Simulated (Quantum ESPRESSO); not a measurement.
# FeSi (Fersilicite): magnetism against volume, part 2 of 2

Aim: follow moments and order energies of FeSi (Fersilicite) with volume.

Quantum ESPRESSO 7.5; LDA; plane waves with GBRV 1.5 LDA potentials, no spin-orbit coupling.

So far: The starting structure; Volume 0.8, ferro ++++; Volume 0.8, antiferro ++--.

The database entry behind the starting cell differs from later determinations by our own check (about 0.5 % short), so it need not match the best structure at ambient conditions.

### 4. Volume 0.8, no spin polarisation

Contents of pw.in:

```
&CONTROL
  calculation = 'scf'
  prefix = 'pwscf'
  outdir = './tmp'
  pseudo_dir = './pseudo'
  disk_io = 'nowf'
  tprnfor = .true.
  tstress = .true.
/
&SYSTEM
  ibrav = 0
  celldm(1) = 8
  nat = 8
  ntyp = 2
  ecutwfc = 40
  ecutrho = 280
  nbnd = 52
  occupations = 'smearing'
  smearing = 'fd'
  degauss = 0.00734986
/
&ELECTRONS
  conv_thr = 1.6d-08
  electron_maxstep = 150
  mixing_beta = 0.3
/
ATOMIC_SPECIES
Fe     55.8450 fe_lda_v1.5.uspp.F.UPF
Si     28.0850 si_lda_v1.uspp.F.UPF
CELL_PARAMETERS alat
   0.9795384652132    0.0000000000000    0.0000000000000
   0.0000000000000    0.9795384652132    0.0000000000000
   0.0000000000000    0.0000000000000    0.9795384652132
ATOMIC_POSITIONS crystal
Fe      0.1340000000    0.1340000000    0.1340000000
Fe      0.3660000000    0.8660000000    0.6340000000
Fe      0.6340000000    0.3660000000    0.8660000000
Fe      0.8660000000    0.6340000000    0.3660000000
Si      0.8445000000    0.8445000000    0.8445000000
Si      0.6555000000    0.1555000000    0.3445000000
Si      0.3445000000    0.6555000000    0.1555000000
Si      0.1555000000    0.3445000000    0.6555000000
K_POINTS automatic
6 6 6 0 0 0
```

On the command line:

```console
OMP_NUM_THREADS=1 mpirun -n 4 pw.x -nk 4 -in pw.in > pw.out
```

The log of the run:

```text
     [... lines left out ...]
Program PWSCF v.7.5 starts
     [... lines left out ...]
     number of atoms/cell      =            8
     [... lines left out ...]
     number of electrons       =        80.00
     number of Kohn-Sham states=           52
     kinetic-energy cutoff     =      40.0000  Ry
     charge density cutoff     =     280.0000  Ry
     scf convergence threshold =      1.6E-08
     [... lines left out ...]
     12 Sym. Ops. (no inversion) found ( 9 have fractional translation)
     [... lines left out ...]
     number of k points=    24  Fermi-Dirac smearing, width (Ry)=  0.0073
     [... lines left out ...]
     iteration # 11     ecut=    40.00 Ry     beta= 0.30
     [... lines left out ...]
     the Fermi energy is    20.7160 ev
!    total energy              =   -1040.01897461 Ry
     estimated scf accuracy    <          4.5E-10 Ry
     smearing contrib. (-TS)   =      -0.01067724 Ry
     [... lines left out ...]
     convergence has been achieved in  11 iterations
     [... lines left out ...]
     Total force =     0.119300     Total SCF correction =     0.000017
     [... lines left out ...]
          total   stress  (Ry/bohr**3)                   (kbar)     P=      595.46
     [... lines left out ...]
```

Run time: 16 s. Hardware: 4 MPI ranks of Intel Xeon 6975P-C (Granite Rapids), shared host; peak memory 0.44 GiB.

This step gave:

```
smearing term TS : 0.1453 eV
pressure         : 59.55 GPa
final state      : non-magnetic (no spin polarisation)
```

### 5. Volume 1.16, ferro ++++

Changes to pw.in since step 4:

```diff
@@ -16,3 +16,3 @@
   ecutrho = 280
-  nbnd = 52
+  nbnd = 58
   occupations = 'smearing'
@@ -20,2 +20,5 @@
   degauss = 0.00734986
+  nspin = 2
+  starting_magnetization(1) = 0.175
+  starting_magnetization(2) = 0
 /
@@ -30,5 +33,5 @@
 CELL_PARAMETERS alat
-   0.9795384652132    0.0000000000000    0.0000000000000
-   0.0000000000000    0.9795384652132    0.0000000000000
-   0.0000000000000    0.0000000000000    0.9795384652132
+   1.1086917833444    0.0000000000000    0.0000000000000
+   0.0000000000000    1.1086917833444    0.0000000000000
+   0.0000000000000    0.0000000000000    1.1086917833444
 ATOMIC_POSITIONS crystal
```

The log of the run:

```text
     [... lines left out ...]
Program PWSCF v.7.5 starts
     [... lines left out ...]
     number of atoms/cell      =            8
     [... lines left out ...]
     number of electrons       =        80.00
     number of Kohn-Sham states=           58
     kinetic-energy cutoff     =      40.0000  Ry
     charge density cutoff     =     280.0000  Ry
     scf convergence threshold =      1.6E-08
     [... lines left out ...]
     12 Sym. Ops. (no inversion) found ( 9 have fractional translation)
     [... lines left out ...]
     number of k points=    24  Fermi-Dirac smearing, width (Ry)=  0.0073
     [... lines left out ...]
     iteration # 14     ecut=    40.00 Ry     beta= 0.30
     [... lines left out ...]
     Magnetic moment per site  (integrated on atomic sphere of radius R)
     atom   1 (R=0.229)  charge= 14.1867  magn=  1.0665
     atom   2 (R=0.229)  charge= 14.1867  magn=  1.0665
     atom   3 (R=0.229)  charge= 14.1867  magn=  1.0665
     atom   4 (R=0.229)  charge= 14.1867  magn=  1.0665
     atom   5 (R=0.229)  charge=  1.7563  magn= -0.0560
     atom   6 (R=0.229)  charge=  1.7563  magn= -0.0560
     atom   7 (R=0.229)  charge=  1.7563  magn= -0.0560
     atom   8 (R=0.229)  charge=  1.7563  magn= -0.0560
     [... lines left out ...]
     the Fermi energy is    13.3964 ev
!    total energy              =   -1039.98562600 Ry
     estimated scf accuracy    <          7.3E-09 Ry
     smearing contrib. (-TS)   =      -0.01797397 Ry
     [... lines left out ...]
     total magnetization       =     3.88 Bohr mag/cell
     absolute magnetization    =     4.85 Bohr mag/cell
     convergence has been achieved in  14 iterations
     [... lines left out ...]
     Total force =     0.032352     Total SCF correction =     0.000048
     [... lines left out ...]
          total   stress  (Ry/bohr**3)                   (kbar)     P=     -318.38
     [... lines left out ...]
```

Elapsed: 57 s, on 4 MPI ranks; peak memory 0.62 GiB.

Numbers from this step:

```
smearing term TS       : 0.2445 eV
pressure               : -31.84 GPa
magnetization          : 3.881 μB
absolute magnetization : 4.854 μB
final state            : ferromagnetic
largest moment         : 1.067 μB
```

### 6. Trends

The runs not shown differ from these in the moved quantity alone.

States, by row:

```
volume     ferro ++++  antiferro ++--  no spin polarisation
   0.8   non-magnetic    non-magnetic          non-magnetic
  0.86   non-magnetic    non-magnetic          non-magnetic
  0.92   non-magnetic    non-magnetic          non-magnetic
  0.96   non-magnetic    non-magnetic          non-magnetic
     1   non-magnetic    non-magnetic          non-magnetic
  1.05   non-magnetic    non-magnetic          non-magnetic
   1.1  ferromagnetic    non-magnetic          non-magnetic
  1.16  ferromagnetic    non-magnetic          non-magnetic
```

Largest site moment against volume:

```
volume (factor)  ferro ++++ (μB)  antiferro ++-- (μB)
          0.800           2.5e-5               5.5e-5
          0.860           4.3e-5               1.5e-4
          0.920           1.6e-4               3.4e-5
          0.960           1.4e-4              0.00126
          1.000          0.00182               4.5e-4
          1.050          0.00107               6.7e-4
          1.100            0.861              0.00450
          1.160             1.07               3.8e-4
```

The energy less that of the parallel start by volume; values in meV a seeded atom:

```
volume (factor)  antiferro ++--  no spin polarisation
          0.800          0.0196                     0
          0.860        -0.00410                     0
          0.920         -0.0223                     0
          0.960         0.00610                     0
          1.000         -0.0141               -9.7e-5
          1.050        -0.00105                     0
          1.100            5.85                  5.85
          1.160            25.4                  25.4
```

Table of energy over the lowest by volume; values in meV an atom:

```
volume (factor)  ferro ++++  antiferro ++--  no spin polarisation
          0.800         247             247                   247
          0.860        67.6            67.6                  67.6
          0.920      0.0112               0                0.0112
          0.960       0.202           0.205                 0.202
          1.000        28.0            28.0                  28.0
          1.050        92.9            92.9                  92.9
          1.100         180             183                   183
          1.160         303             316                   316
```

### 7. What came out

```
moment, parallel start       : 2.5e-5 to 1.07 μB
states met from these starts : ferromagnetic and non-magnetic
```

The parallel start holds a moment of 0.15 μB or more only at 1.1 and 1.16. Some or all runs of the second start lost their moments or typed signs, and their energies are those of the state reached. The largest moment of the start antiferro ++-- lies between 3.4e-5 and 0.00450 μB. Energies are free energies at an electronic temperature of 1160 K, which lowers moments and differences where the moments are itinerant.

[Logs and program files are shortened in this print: banners, set-up blocks, solver, clock and traceback lines can be left out without a mark of their own.]

[Logs are printed without paths, hosts, clocks, repeated set-up lines and the standing remarks that a program may print on its own settings, such as how far it seeks lower states.]

[Hosts, paths, dates, database ids (printed as entryN), source tags and the programs' standing remarks are cut or masked in the printed files.]

[Where a cell is said to come from a database of computed structures, the database is the Materials Project.]
